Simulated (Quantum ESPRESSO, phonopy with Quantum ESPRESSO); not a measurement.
# LiH (Fm-3m): phonons against volume, part 6 of 8

Wanted: mode Grüneisen parameters of LiH and a free-energy fit over volumes.

Experimental results on record:
- heat capacity C_P per formula unit 28.1 J/mol/K and bulk modulus 33.7 GPa near room temperature (given in “High-Throughput Prediction of Finite-Temperature Properties using the Quasi-Harmonic Approximation”, 2016, arXiv:1603.06924)

Quantum ESPRESSO 7.5; DFT LDA, scalar-relativistic, plane waves, GBRV ultrasoft pseudopotentials.

So far. Step 5 (Born charges and dielectric tensor): The Born charges sum to zero within 0.0081 e; the rest is removed before use. Acoustic frequencies in this log differ from zero by the error of the sum rule, which ph.x does not impose. Step 6 (Forces on a displaced cell): At this level the gap is 2.54 eV on the k-mesh of the self-consistent run, which can miss the band edges.

The database entry behind the starting cell differs from later determinations by our own check (the deuteride, about 0.2 % short), so it need not match the best structure at ambient conditions.

## Step 8: Phonons, V/V0 1

This step: DFT LDA, scalar-relativistic, plane waves, GBRV ultrasoft pseudopotentials (phonopy with Quantum ESPRESSO 4.10.0 / 7.5).

Elapsed: 9.4 s, on 8 threads of Arm Neoverse V2, shared host.

This step gave:

* point group: m-3m
* highest frequency: 1094 cm⁻¹
* Debye temperature from the second moment: 1289 K
* lowest frequency on the path: 0.1 cm⁻¹
* zero-point energy: 0.2343 eV/cell
* Γ frequencies: 0, 0, 0, 647.0, 647.0, 647.0 cm⁻¹ (negative: imaginary)

Phonopy, LO-TO term from ph.x's tensors. Phonon branches along the path, in cm⁻¹:

```
    point  branch 1  branch 2  branch 3  branch 4  branch 5  branch 6
        Γ         0         0         0       647       647      1094
  halfway       269       269       374       768       768      1069
        X       336       336       451       858       858      1047
  halfway       333       361       446       860       880      1034
        U       324       414       431       862       931       998
jump to K       324       414       431       862       931       998
  halfway       251       301       406       771       798      1068
        Γ         0         0         0       647       647      1094
  halfway       231       231       375       741       741      1088
        L       299       299       540       835       835      1077
  halfway       315       358       490       853       902      1023
        W       366       408       408       884       959       959
  halfway       352       362       441       871       889      1022
        X       336       336       451       858       858      1047
```

The phonon branches as a text plot (rows in cm⁻¹):

```
   1072 |**********             *********************
   1026 |          *******  ****                     **      ****
    981 |                 **                           ******
    935 |                **                            *** **
    889 |              **   **                       ** ********
    844 |         **************                ********      ***
    798 |       **            ***            ***
    753 |     **                ***         *
    707 |  ***                   ****      *
    661 |**                          ******
    616 |
    570 |
    525 |                                       ******
    479 |                   **                 *      **
    433 |       ************  **             **         ** ******
    388 |     **        **  **  *           *          ******
    342 |         *********   ** **                  *****  *****
    296 |    *  **         ******          *   ********
    251 |     **                *****       ***
    205 |  ***                   **      ***
    160 |  **                      **
    114 | *                          *  ***
     68 | *                          *  *
     23 |*                            **
         Γ           X  U|K            Γ         L        W     X
```

Harmonic. Thermo, by row:

```
T (K)  F_vib (meV/atom)  S (J/mol-atom/K)  C_V (J/mol-atom/K)
    0             117.1                 0                   0
   50             117.1             0.054               0.217
  100               117             0.753               2.425
  150             116.2             2.327               5.533
  200             114.5             4.314                8.36
  250             111.7             6.455               10.86
  300             107.8             8.633               13.04
  350             102.8             10.79               14.88
  400             96.63             12.88               16.42
  450             89.43             14.88               17.67
  500             81.22              16.8               18.71
  550             72.03             18.63               19.55
  600             61.93             20.36               20.25
  650             50.95                22               20.83
  700             39.14             23.57               21.32
  750             26.54             25.05               21.72
  800             13.19             26.46               22.07
  850             -0.88             27.81               22.36
  900            -15.63              29.1               22.62
  950            -31.02             30.32               22.84
 1000            -47.05              31.5               23.02
```

The modes has structure finer than the step of the table below, so its rows give means over 50 cm⁻¹, whole bins alone (the curve runs from -10 to 1137 cm⁻¹). Peaks (cm⁻¹: height): H 855.7: 0.0209, 1043.3: 0.0114; Li 314.6: 0.0203, 444.5: 0.0150.

Phonopy on the run's constants, 21x21x21 mesh, Gaussian sigma 8.2 cm⁻¹. The modes by wavenumber; means over each step; values in 1/cm⁻¹/cell:

```
wavenumber (cm⁻¹)        H       Li
               50   6.7e-6   6.0e-5
              100   3.1e-5   2.5e-4
              150   7.3e-5   7.1e-4
              200   1.2e-4  0.00178
              250   1.7e-4  0.00473
              300   2.0e-4   0.0162
              350   1.6e-4   0.0133
              400   1.1e-4  0.00663
              450   1.3e-4   0.0109
              500   3.5e-5  0.00400
              550   6.1e-7   4.3e-4
              600        0        0
              650   4.0e-4   4.6e-5
              700  0.00173   1.3e-4
              750  0.00346   1.4e-4
              800  0.00740   1.2e-4
              850   0.0171   1.2e-4
              900  0.00698   3.2e-5
              950  0.00282   4.5e-6
             1000  0.00571   1.1e-5
             1050   0.0106   2.1e-4
             1100  0.00283   2.1e-4
```

No LO-TO term. The modes at Γ (shares of kinetic energy by element, %):

```
mode  frequency (cm⁻¹)  symmetry  Li %  H %
   1               0.0       T1u    87   13
   2               0.0       T1u    87   13
   3               0.0       T1u    87   13
   4             647.0       T1u    13   87
   5             647.0       T1u    13   87
   6             647.0       T1u    13   87
```

Displacements in mode 6 (647.0 cm⁻¹), the largest set to 1:
```
Li1  0.02  0.01 -0.15
H2  -0.12 -0.05  1.00
```

No mode is imaginary beyond numerical noise along the path.

The time given is that of the 2 pw.x runs on displaced cells behind this step.

## Step 9: Ground state at this cell, V/V0 1.02

A tight ground state at this cell gives the energy of this member; its pressure is the stress at this cutoff, which can carry an offset from the finite basis.

This step: DFT LDA, scalar-relativistic, plane waves, GBRV ultrasoft pseudopotentials (Quantum ESPRESSO 7.5).

System of this step: LiH. It takes space group Fm-3m (No. 225, cubic). The conventional cell has a = 3.936 Å, b = 3.936 Å, c = 3.936 Å, α = 90.00°, β = 90.00°, γ = 90.00°. Nearest to Li lie 6 H at 1.97 Å. H has 6 Li at 1.97 Å nearest. Farther neighbours are not listed.

scf.in reads:

```
 &control
    calculation='scf',
    prefix='x',
    outdir='./tmp',
    pseudo_dir='./pseudo',
    tprnfor=.true.,
    tstress=.true.,
 /
 &system
    ibrav=0,
    nat=2,
    ntyp=2,
    ecutwfc=45.0,
    ecutrho=270.0,
    occupations='fixed',
    nbnd=4,
 /
 &electrons
    conv_thr=1.0d-12,
    mixing_beta=0.7,
    electron_maxstep=100,
 /
ATOMIC_SPECIES
 Li      6.9400  Li.upf
 H       1.0080  H.upf
CELL_PARAMETERS angstrom
     0.000000000    1.968048139    1.968048139
     1.968048139    0.000000000    1.968048139
     1.968048139    1.968048139    0.000000000
ATOMIC_POSITIONS crystal
 Li     0.000000000   0.000000000   0.000000000
 H      0.500000000   0.500000000   0.500000000
K_POINTS automatic
 10 10 10 0 0 0
```

On the command line:

```
OMP_NUM_THREADS=1 mpirun -n 8 pw.x -nk 8 -in scf.in > scf.out
```

What it wrote:

```text
[banner, memory and clock lines left out]
Program PWSCF v.7.5

     Message from routine setup:
     using ibrav=0 with symmetry is DISCOURAGED, use correct ibrav instead

     G-vector sticks info

     bravais-lattice index     =            0
     lattice parameter (alat)  =       5.2596  a.u.
     unit-cell volume          =     102.8807 (a.u.)^3
     number of atoms/cell      =            2
     number of atomic types    =            2
     number of electrons       =         4.00
[...]
atom    2 type  2   force =     0.00000000    0.00000000   -0.00000000

     Total force =     0.000000     Total SCF correction =     0.000000

     Computing stress (Cartesian axis) and pressure

          total   stress  (Ry/bohr**3)                   (kbar)     P=       -7.82
  -0.00005313  -0.00000000  -0.00000000           -7.82       -0.00       -0.00
  -0.00000000  -0.00005313   0.00000000           -0.00       -7.82        0.00
   0.00000000   0.00000000  -0.00005313            0.00        0.00       -7.82

     XML data file, charge density, pseudopotentials, collected wavefunctions
[key lines of the parts left out:]
!    total energy              =     -15.51349516 Ry
convergence has been achieved in  10 iterations
```

Wall time 0.94 s (8 MPI ranks).

At this level the gap is 2.56 eV on the k-mesh of the self-consistent run, which can miss the band edges.

## Step 10: Zone-centre response

In a polar crystal the Born charges and ε∞ give the long-range dipole term that a finite supercell misses. They are those of this k-mesh and were not tested on a denser one; where the gap is small they converge slowly, and the LO modes with them.

ph.in reads:

```
phonons
 &inputph
    prefix='x',
    outdir='./tmp',
    fildyn='x.dyn',
    tr2_ph=1.0d-18,
    epsil=.true.,
 /
0.000000000 0.000000000 0.000000000
```

scf.in is that of step 9.

On the command line:

```
OMP_NUM_THREADS=1 mpirun -n 8 ph.x -nk 8 -in ph.in > ph.out
```

What it wrote:

```text
[banner, memory and clock lines left out]
Program PHONON v.7.5

     ./tmp/x.save/

     IMPORTANT: XC functional enforced from input :
     Exchange-correlation= PZ
                           (   1   1   0   0   0   0   0)
     Any further DFT definition will be discarded
     Please, verify this is what you really want

     G-vector sticks info

     Reading collected, re-writing distributed wavefunctions in ./tmp/

     Number and degeneracy of irreps per q-point
       N         xq(1)         xq(2)         xq(3)   N irreps
[...]
freq (    1) =      -0.650022 [THz] =     -21.682407 [cm-1]
     freq (    2) =      -0.650022 [THz] =     -21.682407 [cm-1]
     freq (    3) =      -0.650022 [THz] =     -21.682407 [cm-1]
     freq (    4) =      18.844719 [THz] =     628.592167 [cm-1]
     freq (    5) =      18.844719 [THz] =     628.592167 [cm-1]
     freq (    6) =      18.844719 [THz] =     628.592167 [cm-1]
 **************************************************************************

     Mode symmetry, O_h (m-3m)  point group:

     freq (   1-   3) =        -21.7  [cm-1]   --> T_1u G_15  G_4- I
     freq (   4-   6) =        628.6  [cm-1]   --> T_1u G_15  G_4- I
```

Elapsed: 3.8 s, on 8 MPI ranks.

ε∞:

```
5.01 0.00 0.00
0.00 5.01 0.00
0.00 0.00 5.01
```

The Born charges sum to zero within 0.0079 e; the rest is removed before use. Acoustic frequencies in this log differ from zero by the error of the sum rule, which ph.x does not impose.

## Step 11: Forces on a displaced cell

One atom (for the harmonic constants) or a pair of atoms (for the cubic ones) is moved by a few hundredths of an ångström; the forces on all atoms give a column of force constants. The threshold is tight because the forces are small.

System of this step: LiH. Symmetry: Imm2, No. 44, orthorhombic system. The conventional cell has a = 5.566 Å, b = 7.872 Å, c = 5.566 Å, α = 90.00°, β = 90.00°, γ = 90.00°. Nearest to Li lie 6 H at 1.95 to 1.98 Å. Nearest to Li lie 6 H at 1.97 Å. Li has 6 H at 1.97 Å nearest. Nearest to H lie 6 Li at 1.97 Å. Farther neighbours are not listed.

disp-00001.in reads:

```
 &control
    calculation='scf',
    prefix='x',
    outdir='./tmp',
    pseudo_dir='./pseudo',
    tprnfor=.true.,
    disk_io='none',
 /
 &system
    ibrav=0,
    nat=16,
    ntyp=2,
    ecutwfc=45.0,
    ecutrho=270.0,
    occupations='fixed',
    nbnd=18,
 /
 &electrons
    conv_thr=1.0d-11,
    mixing_beta=0.7,
    electron_maxstep=100,
 /
ATOMIC_SPECIES
 Li      6.9400  Li.upf
 H       1.0080  H.upf
CELL_PARAMETERS angstrom
     0.000000000    3.936096278    3.936096278
     3.936096278    0.000000000    3.936096278
     3.936096278    3.936096278    0.000000000
ATOMIC_POSITIONS crystal
 Li     0.003592934   0.000000000   0.000000000
 Li     0.500000000   0.000000000   0.000000000
 Li     0.000000000   0.500000000   0.000000000
 Li     0.500000000   0.500000000   0.000000000
 Li     0.000000000   0.000000000   0.500000000
 Li     0.500000000   0.000000000   0.500000000
 Li     0.000000000   0.500000000   0.500000000
 Li     0.500000000   0.500000000   0.500000000
 H      0.250000000   0.250000000   0.250000000
 H      0.750000000   0.250000000   0.250000000
 H      0.250000000   0.750000000   0.250000000
 H      0.750000000   0.750000000   0.250000000
 H      0.250000000   0.250000000   0.750000000
 H      0.750000000   0.250000000   0.750000000
 H      0.250000000   0.750000000   0.750000000
 H      0.750000000   0.750000000   0.750000000
K_POINTS automatic
 4 4 4 0 0 0
```

On the command line:

```
OMP_NUM_THREADS=1 mpirun -n 4 pw.x -nk 4 -in disp-00001.in > disp-00001.out
```

What it wrote:

```text
[banner, memory and clock lines left out]
Program PWSCF v.7.5

     Message from routine setup:
     using ibrav=0 with symmetry is DISCOURAGED, use correct ibrav instead

     G-vector sticks info

     bravais-lattice index     =            0
     lattice parameter (alat)  =      10.5191  a.u.
     unit-cell volume          =     823.0453 (a.u.)^3
     number of atoms/cell      =           16
     number of atomic types    =            2
     number of electrons       =        32.00
[...]
atom    1 type  1   force =     0.00000000   -0.00189256   -0.00189256
     atom    2 type  1   force =    -0.00000000    0.00071417    0.00071417
     atom    3 type  1   force =     0.00046108   -0.00002301    0.00025282
[...]
atom   15 type  2   force =     0.00000400    0.00010965    0.00010965
     atom   16 type  2   force =     0.00000164   -0.00001662   -0.00001662

     Total force =     0.003109     Total SCF correction =     0.000000
     Message from routine punch:
     Nothing written, as per user request (disk_io='none')
[key lines of the parts left out:]
!    total energy              =    -124.10778495 Ry
convergence has been achieved in  11 iterations
```

The job ended after 10 s (4 MPI ranks).

## Step 12: Phonons, V/V0 1.02

This step: DFT LDA, scalar-relativistic, plane waves, GBRV ultrasoft pseudopotentials (phonopy with Quantum ESPRESSO 4.10.0 / 7.5).

Elapsed: 10 s, on 8 threads.

No mode is imaginary beyond numerical noise along the path. The highest zone-centre mode (no LO–TO term) moved by -3.0 % for a volume change of +2.0 %.

The time given is that of the 2 pw.x runs on displaced cells behind this step.

## Step 13: Self-consistent run, V/V0 0.98

A tight ground state at this cell gives the energy of this member; its pressure is the stress at this cutoff, which can carry an offset from the finite basis.

This step: DFT LDA, scalar-relativistic, plane waves, GBRV ultrasoft pseudopotentials (Quantum ESPRESSO 7.5).

System of this step: LiH. The structure is cubic, space group Fm-3m (No. 225). Conventional cell: a = 3.884 Å, b = 3.884 Å, c = 3.884 Å, α = 90.00°, β = 90.00°, γ = 90.00°. Nearest to Li lie 6 H at 1.94 Å. Nearest to H lie 6 Li at 1.94 Å. Farther neighbours are not listed.

Edit scf.in of step 10 so:

```diff
@@ -26,5 +26,5 @@
 CELL_PARAMETERS angstrom
-     0.000000000    1.968048139    1.968048139
-     1.968048139    0.000000000    1.968048139
-     1.968048139    1.968048139    0.000000000
+     0.000000000    1.941978207    1.941978207
+     1.941978207    0.000000000    1.941978207
+     1.941978207    1.941978207    0.000000000
 ATOMIC_POSITIONS crystal
```

On the command line:

```
OMP_NUM_THREADS=1 mpirun -n 8 pw.x -nk 8 -in scf.in > scf.out
```

What it wrote:

```text
[banner, memory and clock lines left out]
Program PWSCF v.7.5

     Message from routine setup:
     using ibrav=0 with symmetry is DISCOURAGED, use correct ibrav instead

     G-vector sticks info

     bravais-lattice index     =            0
     lattice parameter (alat)  =       5.1899  a.u.
     unit-cell volume          =      98.8461 (a.u.)^3
     number of atoms/cell      =            2
     number of atomic types    =            2
     number of electrons       =         4.00
[...]
atom    2 type  2   force =     0.00000000    0.00000000   -0.00000000

     Total force =     0.000000     Total SCF correction =     0.000000

     Computing stress (Cartesian axis) and pressure

          total   stress  (Ry/bohr**3)                   (kbar)     P=        8.46
   0.00005751   0.00000000  -0.00000000            8.46        0.00       -0.00
   0.00000000   0.00005751  -0.00000000            0.00        8.46       -0.00
  -0.00000000  -0.00000000   0.00005751           -0.00       -0.00        8.46

     XML data file, charge density, pseudopotentials, collected wavefunctions
[key lines of the parts left out:]
!    total energy              =     -15.51348955 Ry
convergence has been achieved in  10 iterations
```

It took 0.95 s on 8 MPI ranks.

The run ends at a pressure of 0.85 GPa.

## Step 14: Zone-centre response

In a polar crystal the Born charges and ε∞ give the long-range dipole term that a finite supercell misses. They are those of this k-mesh and were not tested on a denser one; where the gap is small they converge slowly, and the LO modes with them.

ph.in is that of step 10.

scf.in is that of step 13.

On the command line:

```
OMP_NUM_THREADS=1 mpirun -n 8 ph.x -nk 8 -in ph.in > ph.out
```

What it wrote:

```text
[banner, memory and clock lines left out]
Program PHONON v.7.5

     ./tmp/x.save/

     IMPORTANT: XC functional enforced from input :
     Exchange-correlation= PZ
                           (   1   1   0   0   0   0   0)
     Any further DFT definition will be discarded
     Please, verify this is what you really want

     G-vector sticks info

     Reading collected, re-writing distributed wavefunctions in ./tmp/

     Number and degeneracy of irreps per q-point
       N         xq(1)         xq(2)         xq(3)   N irreps
[...]
freq (    1) =      -0.557128 [THz] =     -18.583777 [cm-1]
     freq (    2) =      -0.557128 [THz] =     -18.583777 [cm-1]
     freq (    3) =      -0.557128 [THz] =     -18.583777 [cm-1]
     freq (    4) =      20.021837 [THz] =     667.856597 [cm-1]
     freq (    5) =      20.021837 [THz] =     667.856597 [cm-1]
     freq (    6) =      20.021837 [THz] =     667.856597 [cm-1]
 **************************************************************************

     Mode symmetry, O_h (m-3m)  point group:

     freq (   1-   3) =        -18.6  [cm-1]   --> T_1u G_15  G_4- I
     freq (   4-   6) =        667.9  [cm-1]   --> T_1u G_15  G_4- I
```

Run time: 3.8 s. Hardware: 8 MPI ranks; 30 s of CPU time.

ε∞:

```
5.13 0.00 0.00
0.00 5.13 0.00
0.00 0.00 5.13
```

The Born charges sum to zero within 0.0084 e; the rest is removed before use. Acoustic frequencies in this log differ from zero by the error of the sum rule, which ph.x does not impose.

## Step 15: Forces on a displaced cell

One atom (for the harmonic constants) or a pair of atoms (for the cubic ones) is moved by a few hundredths of an ångström; the forces on all atoms give a column of force constants. The threshold is tight because the forces are small.

System of this step: LiH. Symmetry: Imm2, No. 44, orthorhombic system. Conventional cell: a = 5.493 Å, b = 7.768 Å, c = 5.493 Å, α = 90.00°, β = 90.00°, γ = 90.00°. Nearest to Li lie 6 H at 1.93 to 1.96 Å. Nearest to Li lie 6 H at 1.94 Å. Li has 6 H at 1.94 Å nearest. Nearest to H lie 6 Li at 1.94 Å. Farther neighbours are not listed.

Edit disp-00001.in of step 11 so:

```diff
@@ -26,7 +26,7 @@
 CELL_PARAMETERS angstrom
-     0.000000000    3.936096278    3.936096278
-     3.936096278    0.000000000    3.936096278
-     3.936096278    3.936096278    0.000000000
+     0.000000000    3.883956413    3.883956413
+     3.883956413    0.000000000    3.883956413
+     3.883956413    3.883956413    0.000000000
 ATOMIC_POSITIONS crystal
- Li     0.003592934   0.000000000   0.000000000
+ Li     0.003641167   0.000000000   0.000000000
  Li     0.500000000   0.000000000   0.000000000
```

On the command line:

```
OMP_NUM_THREADS=1 mpirun -n 4 pw.x -nk 4 -in disp-00001.in > disp-00001.out
```

What it wrote:

```text
[banner, memory and clock lines left out]
Program PWSCF v.7.5

     Message from routine setup:
     using ibrav=0 with symmetry is DISCOURAGED, use correct ibrav instead

     G-vector sticks info

     bravais-lattice index     =            0
     lattice parameter (alat)  =      10.3798  a.u.
     unit-cell volume          =     790.7690 (a.u.)^3
     number of atoms/cell      =           16
     number of atomic types    =            2
     number of electrons       =        32.00
[...]
atom    1 type  1   force =     0.00000000   -0.00206640   -0.00206640
     atom    2 type  1   force =    -0.00000000    0.00075915    0.00075915
     atom    3 type  1   force =     0.00048276   -0.00002503    0.00027603
[...]
atom   15 type  2   force =     0.00000469    0.00010664    0.00010664
     atom   16 type  2   force =     0.00000176   -0.00001823   -0.00001823

     Total force =     0.003372     Total SCF correction =     0.000000
     Message from routine punch:
     Nothing written, as per user request (disk_io='none')
[key lines of the parts left out:]
!    total energy              =    -124.10771920 Ry
convergence has been achieved in  10 iterations
```

Run time: 9.4 s. Hardware: 4 MPI ranks; 37 s of CPU time.

A gap read on the k-mesh alone can miss the band edges.

(Part 6 of 8 ends here.)

[Logs are printed without paths, hosts, clocks, repeated set-up lines and the standing remarks that a program may print on its own settings, such as how far it seeks lower states.]

[Hosts, paths, dates, database ids (printed as entryN), source tags and the programs' standing remarks are cut or masked in the printed files.]

[A step with changed settings may run another functional than the one named; its input shows which.]

[Of the runs on displaced cells, only some may be shown.]
